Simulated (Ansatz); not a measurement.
# Lattice dynamics of KBr (Fm-3m)

Task: relax KBr (Fm-3m), then find its harmonic phonons.

Main program and level: Ansatz 0.2.0; DFT LDA, scalar-relativistic, plane waves, norm-conserving pseudopotentials.

Report form: the programs' logs are mostly left out.

## (1) The starting structure

Symmetry: Fm-3m, No. 225, cubic system. The conventional cell has a = 6.600 Å, b = 6.600 Å, c = 6.600 Å, α = 90.00°, β = 90.00°, γ = 90.00°. Nearest to K lie 6 Br at 3.30 Å. Nearest to Br lie 6 K at 3.30 Å. Farther neighbours and most contacts between anions are not listed.

## (2) Bringing the structure to rest

The cell and atoms are relaxed, since residual forces and stress would shift the frequencies.

Contents of input.yaml:

```yaml
crystal:
  lattice:
    - [0.0, 3.3, 3.3]
    - [3.3, 0.0, 3.3]
    - [3.3, 3.3, 0.0]
  atoms:
    - { symbol: K, position: [0.0, 0.0, 0.0] }
    - { symbol: Br, position: [0.5, 0.5, 0.5] }
kpoints:
  mp_grid: { grid: [6, 6, 6] }
hamiltonian:
  xc: lda
  pseudopotentials: { kind: nc }
scf:
  occupations: { method: gaussian, width: 0.02 }
output:
  forces: true
  stress: true
  eigenvalues: true
relax:
  adjacent_minimum: "off"
  f_tol: 0.005
  max_steps: 80
  cell: { stress_tol: 0.05 }
```

Command:

```
$ ansatz run input.yaml --threads 4 --pin off --max-ram 10240MiB --backend cpu --events-out ev --progress --plain --runs-dir out
```

The job ended after 2.7 s (4 threads of Arm Neoverse V2, shared host; peak memory 0.4 GiB).

Relaxation path:

```tsv
step	energy less that of the first step (eV)	largest force component (eV/Å)	pressure (GPa)	volume (Å³)
1	0.0000	0.0000	-1.65	71.87
2	-0.0298	0.0000	-0.98	68.30
3	-0.0410	0.0000	0.29	63.76
4	-0.0418	0.0000	0.00	64.63
5*	-0.0416	0.0000	0.00	64.63
```

Relaxation steps marked * repeat the geometry before them on a plane-wave basis chosen anew for their cell, so energy and pressure can jump there.

The run keeps the 48 symmetry operations that it works with, so distortions that break them were not tested.

```tsv
conventional cell, symmetrised	before	after	change
a (Å)	6.600	6.370	-3.5 %
b (Å)	6.600	6.370	-3.5 %
c (Å)	6.600	6.370	-3.5 %
volume (Å³/atom)	35.94	32.31	-10.1 %
```

Final coordinates:

```
K Br
1.0
     0.00000    3.18518    3.18518
     3.18518    0.00000    3.18518
     3.18518    3.18518    0.00000
K Br
1 1
Direct
  0.00000 0.00000 0.00000
  0.50000 0.50000 0.50000
```

Numbers from this step:

- pressure: -0.002168 GPa
- gap on the k-mesh: 4.324 eV
- volume per atom: 32.31 Å³
- direct gap on mesh: 4.324 eV

In this step the volume went from 35.94 to 32.31 Å³/atom.

## (3) Bringing the structure to rest

The relaxation is repeated from its end on the same settings, as a check that it has come to rest.

input.yaml, the sections that differ from step 2:

```yaml
crystal:
  lattice:
    - [0.0, 3.1851837912, 3.1851837912]
    - [3.1851837912, 0.0, 3.1851837912]
    - [3.1851837912, 3.1851837912, 0.0]
  atoms:
    - { symbol: K, position: [0.0, 0.0, 0.0] }
    - { symbol: Br, position: [0.5, 0.5, 0.5] }
output:
  forces: true
  stress: true
  eigenvalues: true
  write_density: true
  write_potential: true
  elf: true
  volumetric_format: npy
# kpoints, hamiltonian, scf, relax: as in step 2
```

Elapsed: 1.2 s, on 4 threads; peak memory 0.39 GiB; 4.2 s of CPU time.

Little changed from the start: no atom moved by 0.005 Å and no cell edge by 0.1 %.

This step gave:

```
pressure : -0.002165 GPa
```

In this step the volume went from 32.31 to 32.31 Å³/atom.

## (4) Tight relaxation

Phonons need a cell at rest on their own settings, so the relaxation is repeated with tight tolerances on forces and stress on the k mesh and occupations of the first response run.

input.yaml, the sections that differ from step 3:

```yaml
kpoints:
  mp_grid: { grid: [8, 8, 8] }
scf:
  occupations: { method: fixed }
output:
  forces: true
  stress: true
  eigenvalues: true
relax:
  adjacent_minimum: "off"
  f_tol: 0.001
  max_steps: 60
  cell: { stress_tol: 0.01 }
# crystal, hamiltonian: as in step 3
```

Run time: 2 s. Hardware: 4 threads; peak memory 0.42 GiB; 7.4 s of CPU time.

Little changed from the start: no atom moved by 0.005 Å and no cell edge by 0.1 %.

Numbers from this step:

| Property | Result |
| --- | --- |
| pressure | -0.002314 GPa |

The forces vanish by symmetry and the pressure is -0.002 GPa, within the tolerances set. The cell now holds 32.31 Å³/atom.

## (5) Modes at Γ

The zone centre comes first: it holds the modes that light can see, as far as symmetry allows. The response to a homogeneous field gives the Born charges and the dielectric tensor, and its change with displacement the Raman tensors.

input.yaml, the sections that differ from step 4:

```yaml
output:
  eigenvalues: true
phonons:
  method: dfpt
  dielectric: true
  rigid_motions: translations
  raman: true
# crystal, kpoints, hamiltonian, scf: as in step 4
# relax: removed
```

The job ended after 73 s (4 threads; peak memory 1.2 GiB).

This step gave:

```
sum-rule residual before enforcement                    : 7.33e-4 eV/Å²
miss of the charge sum rule                             : 7.97e-6 e
point group                                             : m-3m
highest optical mode at the zone centre (no LO-TO term) : 130 cm⁻¹
lowest optical zone-centre mode                         : 130 cm⁻¹
mean high-frequency dielectric constant                 : 2.760
largest Born charge (third of the trace)                : 1.102 e
mean static dielectric constant                         : 4.845
top of the zone-centre spectrum with the field          : 172.2 cm⁻¹
```

Without the LO-TO term. Patterns of degenerate modes are one choice out of their space. Modes at Γ, with each element's share of the kinetic energy:

```tsv
mode	frequency (cm⁻¹)	symmetry	K %	Br %
1	0.0	acoustic	33	67
2	0.0	acoustic	33	67
3	0.0	acoustic	33	67
4	130.0	T1u	67	33
5	130.0	T1u	67	33
6	130.0	T1u	67	33
```

Displacements in mode 4 (130.0 cm⁻¹), the largest set to 1:
```
K1   0.00  0.00  1.00
Br2  0.00  0.00 -0.49
```

Optical modes at the zone centre, without and with the macroscopic field of the longitudinal modes; each column is sorted by frequency, so a row need not hold one and the same mode. Modes with and without the field, by row:

```tsv
rank among optical modes	no field (cm⁻¹)	q along (1, 0, 0) (cm⁻¹)
1	130	130
2	130	130
3	130	172.2
```

Born charge (rows field, columns displacement) (e), principal values of the symmetric part by kind of site:

```tsv
atom	atoms with these values	low	middle	high	mean
K1	1	1.10	1.10	1.10	1.10
Br2	1	-1.10	-1.10	-1.10	-1.10
```

In full for Br2:

```
-1.10  0.00  0.00
 0.00 -1.10  0.00
 0.00  0.00 -1.10
```

High-frequency dielectric tensor:

```
2.76 0.00 0.00
0.00 2.76 0.00
0.00 0.00 2.76
```

Static dielectric tensor (ions relaxed, fixed cell):

```
4.85 0.00 0.00
0.00 4.85 0.00
0.00 0.00 4.85
```

Transverse modes. Lines of the infrared spectrum (strongest = 100):

```tsv
position (cm⁻¹)	label	relative intensity
130	T1u	100
```

Before it was imposed, the acoustic sum rule was missed by 7.3e-4 eV/Å² and the charge sum rule by 8.0e-6 e. Small misses are needed for a sound result but don't prove that mesh and cutoff are converged. The lowest optical mode is real, 130 cm⁻¹.

## (6) Phonons on a q mesh

Stability and thermal properties need the whole zone. Linear response on a 4×4×4 q mesh gives force constants as far as a supercell of that size would, and the tensors from the zone-centre run are typed in so that the long-range dipole term is interpolated apart.

input.yaml, the sections that differ from step 5:

```yaml
phonons:
  method: dfpt
  qmesh: [4, 4, 4]
  temperatures: { t_max: 1000, t_step: 50 }
  qpath:
    path:
      - [[0.0, 0.0, 0.0], [0.5, 0.0, 0.5], [0.625, 0.25, 0.625]]
      - [[0.375, 0.375, 0.75], [0.0, 0.0, 0.0], [0.5, 0.5, 0.5], [0.5, 0.25, 0.75], [0.5, 0.0, 0.5]]
    npoints: 10
  non_analytic_term:
    high_frequency_dielectric_tensor: [[2.7602, 0.0, 0.0], [0.0, 2.7602, 0.0], [0.0, 0.0, 2.7602]]
    born_effective_charges:
      - { species: K, tensor: [[1.1022, 0.0, 0.0], [0.0, 1.1022, 0.0], [0.0, 0.0, 1.1022]] }
      - { species: Br, tensor: [[-1.1022, 0.0, 0.0], [0.0, -1.1022, 0.0], [0.0, 0.0, -1.1022]] }
    source: "zone-centre run at this cell"
# crystal, kpoints, hamiltonian, scf, output: as in step 5
```

It took 2.1 min on 4 threads; peak memory 2.4 GiB; 8 min of CPU time.

This step gave:

* sum-rule residual before enforcement: 1.12e-4 eV/Å²
* lowest frequency on the path: 0 cm⁻¹
* highest frequency on the path or at a solved wavevector: 172.2 cm⁻¹
* mean frequency: 98.9 cm⁻¹
* Debye temperature (second moment): 196 K
* logarithmic mean frequency: 90.5 cm⁻¹
* lowest mode on the q mesh (acoustic modes at Γ apart): 29.06 cm⁻¹
* zero-point energy per atom: 18.39 meV
* heat capacity at 300 K: 24.42 J/(mol atoms K)
* vibrational entropy at 300 K: 46.02 J/(mol atoms K)
* edges of the widest gap between branches, on path and mesh: 97.3, 110.2 cm⁻¹

Frequencies (cm⁻¹) solved at each irreducible wavevector; negative means imaginary. Frequencies by wavevector, by row:

```tsv
q in reciprocal lattice units	star	mode 1	mode 2	mode 3	mode 4	mode 5	mode 6
0 0 0	1	0	0	0	130	130	130
0 0 0.25	8	50.3	50.3	63.7	123.2	123.2	165.6
0 0 -0.5	4	79.3	79.3	97.3	110.3	110.3	154.7
0 0.25 0.25	6	29.1	29.1	88.5	132.4	132.4	141.4
0 0.25 -0.5	24	57.8	70.1	78.1	125.5	128.6	143.5
0 0.25 -0.25	12	47.1	79.2	91.8	110.2	135.3	143.6
0 -0.5 -0.5	3	39.5	39.5	69.9	134.7	134.7	141.6
0.25 -0.5 -0.25	6	58.2	58.2	84.6	121.4	138.2	138.2
```

Interpolated from a 4×4×4 q mesh, with the LO-TO term (at Γ the limit along the path; where Γ stands inside the path, tables give the limit on arrival). The phonon branches at the labelled points (cm⁻¹):

```tsv
point	branch 1	branch 2	branch 3	branch 4	branch 5	branch 6
Γ	0	0	0	130	130	172
halfway	29	29	88	132	132	141
X	40	40	70	135	135	142
halfway	46	51	68	132	135	141
U	59	64	73	126	136	140
jump to K	59	64	73	126	136	140
halfway	36	68	79	114	134	155
Γ	0	0	0	130	130	172
halfway	50	50	64	123	123	166
L	79	79	97	110	110	155
halfway	69	70	88	117	128	145
W	58	58	85	121	138	138
halfway	46	62	67	130	136	141
X	40	40	70	135	135	142
```

Tetrahedra on a 20×20×20 mesh, mean over bins of 2 cm-1. Interpolated from a 4×4×4 q mesh. Phonon density of states against wavenumber; read off at these points:

```tsv
wavenumber (cm⁻¹)	phonon density of states (1/cm⁻¹/cell)
1.0	1.0e-5
5.0	1.0e-4
11.0	0.00101
15.0	0.00222
19.0	0.00373
25.0	0.00708
29.0	0.0105
33.0	0.0150
39.0	0.0279
43.0	0.0360
47.0	0.0391
53.0	0.0438
57.0	0.0490
61.0	0.0518
67.0	0.0545
71.0	0.0610
75.0	0.0651
77.0	0.0732
81.0	0.0324
85.0	0.0545
89.0	0.0748
93.0	0.0182
99.0	0
103.0	0
107.0	0
113.0	0.0445
117.0	0.0582
121.0	0.0788
127.0	0.0753
131.0	0.112
133.0	0.116
135.0	0.108
139.0	0.0990
141.0	0.0919
145.0	0.0374
149.0	0.0307
155.0	0.0234
159.0	0.0144
163.0	0.0102
169.0	0.00507
173.0	1.0e-5
```

Phonopy on the run's constants, 15x15x15 mesh, Gaussian sigma 2.0 cm-1. Interpolated from a 4×4×4 q mesh. The partial phonon density of states by wavenumber; read off at these points; values in 1/cm⁻¹/cell:

```tsv
wavenumber (cm⁻¹)	Br	K
-5.0	0	0
0.0	1.2e-4	5.9e-5
5.0	4.7e-5	2.3e-5
10.0	6.4e-4	3.1e-4
15.0	0.00140	6.7e-4
20.0	0.00338	0.00158
25.0	0.00501	0.00228
30.0	0.00817	0.00362
35.0	0.0132	0.00566
40.0	0.0221	0.00909
45.0	0.0272	0.0107
50.0	0.0305	0.0112
55.0	0.0337	0.0115
60.0	0.0372	0.0114
65.0	0.0458	0.0123
70.0	0.0467	0.0100
75.0	0.0583	0.00806
76.7	0.0615	0.00698
80.0	0.0453	0.00457
85.0	0.0507	0.00547
86.6	0.0539	0.00526
90.0	0.0509	0.00387
95.0	0.00938	5.3e-4
100.0	2.0e-4	1.2e-5
105.0	0	1.9e-4
110.0	9.7e-4	0.0162
115.0	0.00603	0.0430
120.0	0.0118	0.0575
125.0	0.0164	0.0576
130.0	0.0257	0.0720
132.4	0.0283	0.0784
135.0	0.0234	0.0712
140.0	0.0128	0.0683
145.0	0.00391	0.0362
150.0	0.00278	0.0269
155.0	0.00280	0.0197
160.0	0.00275	0.0109
165.0	0.00224	0.00641
170.0	0.00117	0.00273
175.0	7.1e-5	1.5e-4
180.0	0	0
```

Second derivatives of the energy by pair, one row for each kind of neighbour of each atom listed. Each entry sums the pair over the periodic images of the supercell that the q mesh stands for, and in a polar crystal it holds the long-range dipole part too. Force constants by pair, by row:

```tsv
atom	neighbour	distance (Å)	third of the trace (eV/Å²)	along the pair's line (eV/Å²)
K1	itself	0	2.172	–
K1	Br	3.185	-0.3277	-0.7636
K1	K	4.505	-0.0102	-0.1887
K1	Br	5.517	-2.00e-4	0.0675
K1	K	6.37	-0.0266	-0.0888
K1	Br	7.122	0.0071	0.0438
Br2	itself	0	2.108	–
Br2	K	3.185	-0.3277	-0.7636
Br2	Br	4.505	-0.0091	-0.1329
Br2	K	5.517	-2.00e-4	0.0675
Br2	Br	6.37	-0.0174	-0.0769
Br2	K	7.122	0.0071	0.0438
```

Harmonic thermodynamic functions per atom, from the density of states. Interpolated from a 4×4×4 q mesh. Thermodynamic functions, by row:

```tsv
T (K)	F_vib (meV/atom)	S (J/mol-atom/K)	C_V (J/mol-atom/K)
0	18.39	0	0
50	16.91	8.413	13.53
100	9.25	20.58	20.82
200	-20.95	36.23	23.79
300	-63.89	46.02	24.42
400	-115.4	53.08	24.64
500	-173.4	58.59	24.75
600	-236.5	63.11	24.81
700	-304	66.94	24.84
800	-375.1	70.26	24.87
900	-449.5	73.19	24.88
1000	-526.7	75.81	24.89
```

Harmonic mean-square displacement, third of the trace. Interpolated from a 4×4×4 q mesh. Mean square displacements, by row:

```tsv
T (K)	K1 U_eq (Å²)	Br2 U_eq (Å²)
0	0.00425	0.00315
100	0.00908	0.00867
300	0.02463	0.02469
600	0.04874	0.04913
```

Symmetry leaves 8 wavevectors to solve. The lowest mode among them, the acoustic zeros apart, lies at q = (0, 0.25, 0.25) and is real, 29.1 cm⁻¹.

## (7) Isotope substitution, element Br, natural mass 79.904 amu

An isotope changes the mass and not the force constants, so no new electronic calculation is needed; the shifts show which modes move this element.

The same force constants with the mass of Br changed from 79.904 to 80.916 u (phonopy, no LO-TO term). Both lists are sorted by frequency; levels can cross, so a row need not hold one and the same mode. Modes under 3 cm⁻¹ are left out. Isotope shifts, by row:

```tsv
q	rank	natural mass (cm⁻¹)	changed mass (cm⁻¹)
0 0 0	4	130	129.7
0 0 0	5	130	129.7
0 0 0	6	130	129.7
0 0 0.25	1	50.31	50.08
0 0 0.25	2	50.31	50.08
0 0 0.25	3	63.7	63.39
0 0 0.25	4	123.2	122.9
0 0 0.25	5	123.2	122.9
0 0 0.25	6	165.6	165.3
0 0 -0.5	1	79.32	78.82
0 0 -0.5	2	79.32	78.82
0 0 -0.5	3	97.28	96.67
0 0 -0.5	4	110.3	110.3
0 0 -0.5	5	110.3	110.3
0 0 -0.5	6	154.7	154.7
0 0.25 0.25	1	29.06	28.93
0 0.25 0.25	2	29.06	28.93
0 0.25 0.25	3	88.47	87.97
0 0.25 0.25	4	132.4	132.1
0 0.25 0.25	5	132.4	132.1
0 0.25 0.25	6	141.4	141.3
```

A mode of this element alone would shift by -0.63 %. The highest zone-centre frequency without the field goes from 130.0 to 129.7 cm⁻¹ (-0.2 %). The product of the frequency ratios over all optical modes at Γ is 0.994; the product rule, (m/m′)^(3k/2) (M′/M)^(3/2) with k = 1 such atoms and M the mass of the cell, gives 0.994.

## (8) Isotope substitution, element K, natural mass 39.0983 amu

The same for K, from 39.10 to 40.96 u.

A mode of this element alone would shift by -2.30 %. The highest zone-centre frequency without the field goes from 130.0 to 128.0 cm⁻¹ (-1.5 %). The product of the frequency ratios over all optical modes at Γ is 0.954; the product rule, (m/m′)^(3k/2) (M′/M)^(3/2) with k = 1 such atoms and M the mass of the cell, gives 0.955.

## (9) What came out

- space group after relaxation (within 0.01 Å): Fm-3m
- volume per atom: 32.3 Å³
- gap on the k-mesh: 4.32 eV
- highest optical mode at the zone centre (no LO-TO term): 130 cm⁻¹
- top of the zone-centre spectrum with the field: 172 cm⁻¹
- lowest optical zone-centre mode: 130 cm⁻¹
- mean high-frequency dielectric constant: 2.76
- mean static dielectric constant: 4.85
- largest Born charge (third of the trace): 1.10 e
- lowest mode on the q mesh (acoustic modes at Γ apart): 29.1 cm⁻¹
- highest frequency on the path or at a solved wavevector: 172 cm⁻¹
- zero-point energy per atom: 18.4 meV
- heat capacity at 300 K: 24.4 J/(mol atoms K)
- vibrational entropy at 300 K: 46.0 J/(mol atoms K)
- Debye temperature (second moment): 196 K
- imaginary modes on the 4×4×4 q mesh: none

What this shows: The structure is a minimum as far as tested: no mode is imaginary at the 8 irreducible wavevectors of the 4×4×4 mesh, and the softest away from the acoustic zeros lies at 29 cm⁻¹. Without the field, the optical modes at Γ form one degenerate level at 130 cm⁻¹. The highest mode in this list at Γ, 130.0 cm⁻¹, has its largest share on K (67 % of the kinetic energy). With the macroscopic field of the longitudinal modes the top of the zone-centre spectrum lies at 172 cm⁻¹, against 130 cm⁻¹ without it. Lattice motion raises the mean dielectric constant from 2.760 to 4.845. The strongest infrared line is at 130 cm⁻¹. No mode is Raman active to first order. On the path and the mesh, the widest gap between branches runs from 97 to 110 cm⁻¹. These are harmonic frequencies at zero temperature: anharmonic shifts, linewidths and thermal expansion are left out.

[Logs are printed without paths, hosts, clocks, repeated set-up lines and the standing remarks that a program may print on its own settings, such as how far it seeks lower states.]

[Hosts, paths, dates, database ids (printed as entryN), source tags and the programs' standing remarks are cut or masked in the printed files.]
